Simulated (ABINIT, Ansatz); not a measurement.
# How the form of the self-energy moves the gap of Tellurium (P3_121, 3 atoms a cell)

How much does the gap of Tellurium (P3_121, 3 atoms a cell) depend on the approximation to the self-energy?

Method: PBE and many-body steps on it, plane waves, in ABINIT 10.8.3.

This is a report of a sequence of runs, with most program output left out.

The database entry behind the starting cell differs from later determinations by our own check (inner coordinate of an old entry), so it need not match the best structure at ambient conditions.

## Step 1: The starting structure

It takes space group P3_121 (No. 152, trigonal). The conventional cell has a = 4.454 Å, b = 4.454 Å, c = 5.924 Å, α = 90.00°, β = 90.00°, γ = 120.00°. Nearest to Te lie 2 Te at 2.86 Å.

The cell and positions come from the Crystallography Open Database and are kept as given unless a step says otherwise. Spin-orbit coupling is left out unless a step names it.

## Step 2: Empty states on the mesh, 3×3×2 mesh, 474 bands

This step: ABINIT 10.8.3; DFT, PBE, plane waves, norm-conserving pseudopotentials.

The sums over transitions need many empty states on a uniform mesh; this step solves for them.

File run.abi:

```
acell 3*1.0 Angstrom
rprim 
  4.454000000025 -0.000000000006 0.000000000000
  -2.227000000008 3.857277148481 0.000000000000
  0.000000000000 0.000000000000 5.924000000000
ntypat 1
znucl 52
natom 3
typat 1 1 1
xred 
  0.269000000000 0.000000000000 0.333333333333
  0.000000000000 0.269000000000 0.666666666667
  0.731000000000 0.731000000000 -0.000000000000
pp_dirpath "pseudos"
pseudos "Te.upf"
ecut 39
ngkpt 3 3 2
nshiftk 1
shiftk 0 0 0
kptopt 1
chksymbreak 0
iscf -2
irdden 1
istwfk *1
nband 474
nbdbuf 42
tolwfr 1e-09
nstep 60
prtvol 0
indata_prefix "in"
outdata_prefix "out"
tmpdata_prefix "tmp"
```

The run is started by

```bash
OMP_NUM_THREADS=1 mpirun -n 4 abinit run.abi > log
```

Elapsed: 12 min, on 4 MPI ranks of Intel Xeon Platinum 8488C (Sapphire Rapids), shared host; peak memory 0.74 GiB.

Numbers from this step:

```yaml
gap: 0.1888 eV
k_of_the_valence_top: 0.3333, 0.3333, 0.5
k_of_the_conduction_bottom: 0.3333, 0.3333, 0.5
least_direct_gap: 0.1888 eV
k_points_computed: 6
lowest_point_of_the_top_converged_band_above_the_valence_top: 130.3224 eV
```

On this mesh the gap is 0.189 eV.

The density comes from a self-consistent run that is not shown.

## Step 3: Screening, 3×3×2 mesh, 197 bands, screening to 176.9 eV

The RPA dielectric matrix is built and inverted for each q.

This step: RPA screening on PBE, plane waves, norm-conserving pseudopotentials.

Changes to run.abi since step 2:

```diff
@@ -21,10 +21,11 @@
 chksymbreak 0
-iscf -2
-irdden 1
 istwfk *1
-nband 474
-nbdbuf 42
-tolwfr 1e-09
-nstep 60
-prtvol 0
+occopt 1
+irdwfk 1
+optdriver 3
+nband 197
+ecuteps 6.5
+inclvkb 2
+awtr 1
+symchi 1
 indata_prefix "in"
```

Wall time 2.2 min (4 MPI ranks); peak memory 1.8 GiB; 9 min of CPU time.

Numbers from this step:

- ε∞ with local fields, on this mesh, along the program's q direction: 1329
- the same without local fields: 1645
- plasma frequency: 31.23 eV
- plane waves in the screening matrix: 529

Local fields lower ε∞ by 19 %. The value itself is an artefact of the mesh, where one narrow direct gap carries too much weight.

## Step 4: G0W0, Godby-Needs plasmon pole

The self-energy is evaluated for the states that the input lists, and the levels follow from it, in one-shot runs by the linearised quasiparticle equation.

This step: G0W0 on PBE, plane waves, norm-conserving pseudopotentials.

Changes to run.abi since step 3:

```diff
@@ -24,8 +24,17 @@
 irdwfk 1
-optdriver 3
+optdriver 4
 nband 197
+gwcalctyp 0
+ecutsigx 39
+symsigma 1
+nkptgw 2
+kptgw 
+  0.3333333333 0.3333333333 0.5000000000
+  0.0000000000 0.0000000000 0.0000000000
+bdgw 
+  35 39
+  34 38
 ecuteps 6.5
-inclvkb 2
-awtr 1
-symchi 1
+irdscr 1
+ppmodel 1
 indata_prefix "in"
```

Wall time 41 s (4 MPI ranks); peak memory 1.7 GiB; 2.7 min of CPU time.

This step gave:

```
G0W0 gap on the points computed              : 0.4390 eV
starting gap on the mesh                     : 0.1888 eV
k of the valence top                         : 0.3333, 0.3333, 0.5
k of the conduction bottom                   : 0.3333, 0.3333, 0.5
Z at the valence top                         : 0.791
Z at the conduction bottom                   : 0.793
least direct G0W0 gap on the computed points : 0.4390 eV
```

The gap on the mesh goes from 0.19 eV to 0.44 eV, a correction of +0.25 eV.

## Step 5: G0W0, von der Linden-Horsch plasmon pole

Changes to run.abi since step 4:

```diff
@@ -38,3 +38,3 @@
 irdscr 1
-ppmodel 1
+ppmodel 3
 indata_prefix "in"
```

Run time: 25 s. Hardware: 4 MPI ranks; peak memory 1.5 GiB.

Numbers from this step:

* G0W0 gap on the points computed: 0.4560 eV
* starting gap on the mesh: 0.1888 eV
* k of the valence top: 0.3333, 0.3333, 0.5
* k of the conduction bottom: 0.3333, 0.3333, 0.5
* Z at the valence top: 0.866
* Z at the conduction bottom: 0.868
* least direct G0W0 gap on the computed points: 0.4560 eV

Against G0W0 in ABINIT (3×3×2 mesh, 197 bands, screening to 176.9 eV, Godby-Needs plasmon pole), the gap moves by +0.017 eV.

## Step 6: G0W0, Engel-Farid plasmon pole

Changes to run.abi since step 5:

```diff
@@ -38,3 +38,3 @@
 irdscr 1
-ppmodel 3
+ppmodel 4
 indata_prefix "in"
```

It took 22 s on 4 MPI ranks; peak memory 1.5 GiB.

Numbers from this step:

- G0W0 gap on the points computed: 0.4260 eV
- starting gap on the mesh: 0.1888 eV
- k of the valence top: 0.3333, 0.3333, 0.5
- k of the conduction bottom: 0.3333, 0.3333, 0.5
- least direct G0W0 gap on the computed points: 0.4260 eV

Against G0W0 in ABINIT (3×3×2 mesh, 197 bands, screening to 176.9 eV, Godby-Needs plasmon pole), the gap moves by −0.013 eV.

## Step 7: One-shot Hartree-Fock

This step: one-shot Hartree-Fock on PBE, plane waves, norm-conserving pseudopotentials.

Changes to run.abi since step 6:

```diff
@@ -25,4 +25,4 @@
 optdriver 4
-nband 197
-gwcalctyp 0
+nband 40
+gwcalctyp 5
 ecutsigx 39
@@ -36,5 +36,4 @@
   34 38
-ecuteps 6.5
-irdscr 1
-ppmodel 4
+ixc_sigma 40
+fftgw 31
 indata_prefix "in"
```

Run time: 6 s. Hardware: 4 MPI ranks; peak memory 0.87 GiB.

Numbers from this step:

* quasiparticle gap on the points computed: 4.7 eV
* starting gap on the mesh: 0.1888 eV
* k of the valence top: 0.3333, 0.3333, 0.5
* k of the conduction bottom: 0.3333, 0.3333, 0.5
* least direct quasiparticle gap on the computed points: 4.7 eV

Against G0W0 in ABINIT (3×3×2 mesh, 197 bands, screening to 176.9 eV, Godby-Needs plasmon pole), the gap moves by +4.261 eV.

## Step 8: The runs together

Times are wall times on 4 MPI ranks of Intel Xeon Platinum 8488C (Sapphire Rapids), shared host, good to a factor of about two. A run's time includes the screening step that it read.

| run | mesh | bands | screening cutoff (eV) | DFT gap (eV) | gap on the mesh (eV) | direct (eV) | ε∞ used | time |
| --- | --- | --- | --- | --- | --- | --- | --- | --- |
| G0W0, Godby-Needs plasmon pole | 3×3×2 | 197 | 176.9 | 0.189 | 0.439 | 0.439 | 1328.57 | 2.9 min |
| G0W0, von der Linden-Horsch plasmon pole | 3×3×2 | 197 | 176.9 | 0.189 | 0.456 | 0.456 | 1328.57 | 2.7 min |
| G0W0, Engel-Farid plasmon pole | 3×3×2 | 197 | 176.9 | 0.189 | 0.426 | 0.426 | 1328.57 | 2.6 min |
| one-shot Hartree-Fock | 3×3×2 | - | - | 0.189 | 4.700 | 4.700 | - | 6 s |

## Step 9: Summary of results

| Property | Result |
| --- | --- |
| G0W0, Godby-Needs plasmon pole | 0.439 eV |
| G0W0, von der Linden-Horsch plasmon pole | 0.456 eV |
| G0W0, Engel-Farid plasmon pole | 0.426 eV |
| one-shot Hartree-Fock | 4.700 eV |
| known limits | not at the basis limit; model gap, bands may invert with spin-orbit coupling; screening runs away on this mesh; no spin-orbit coupling; coarse k mesh |

What this shows: G0W0, von der Linden-Horsch plasmon pole: +0.017 eV against G0W0, Godby-Needs plasmon pole. G0W0, Engel-Farid plasmon pole: −0.013 eV against G0W0, Godby-Needs plasmon pole. One-shot Hartree-Fock: +4.261 eV against G0W0, Godby-Needs plasmon pole. Bare exchange alone opens the gap to 4.70 eV; against G0W0, correlation takes back 4.26 eV. Bands and cutoff are finite, so the gap is not at the basis limit. The miss can reach some tenths of an eV and take either sign; the mesh is an error of its own. In the G0W0 runs levels were corrected at 2 k points alone, so a gap called «on the mesh» is the least over those, and an edge elsewhere would be missed. The 3×3×2 mesh is coarse for this cell, which bears on the long-range parts of exchange and screening. With atoms this heavy and so narrow a gap, spin-orbit coupling can invert the bands. These scalar-relativistic gaps are then model values, not to be set against experiment, and a spin-orbit change taken from DFT can't simply be added. For the PBE start: On this mesh the RPA ε∞ passes 90, more than nearly any semiconductor shows; a coarse mesh does this where one point with a narrow direct gap carries much weight. The screening is then too strong, and the G0W0 gap should not be taken as the material's.

[Paths, hosts, dates, memory and timing lines, banners, echoed tables and standing remarks are left out of the program output.]

[Logs are printed without paths, hosts, clocks, repeated set-up lines and the standing remarks that a program may print on its own settings, such as how far it seeks lower states.]

[Runs of the session that timed out or met a known fault of the program may be left out.]

[Hosts, paths, dates, database ids (printed as entryN), source tags and the programs' standing remarks are cut or masked in the printed files.]

[G0W0 gaps are taken among the corrected bands and points alone; a level outside them can change the order at an edge.]

[Where Ansatz stands beside ABINIT at settings called matched, ABINIT's density can come from a denser mesh and the files from another edition; pairs whose starting gaps differed by over 0.03 eV were left out, so agreement reads better than it is.]
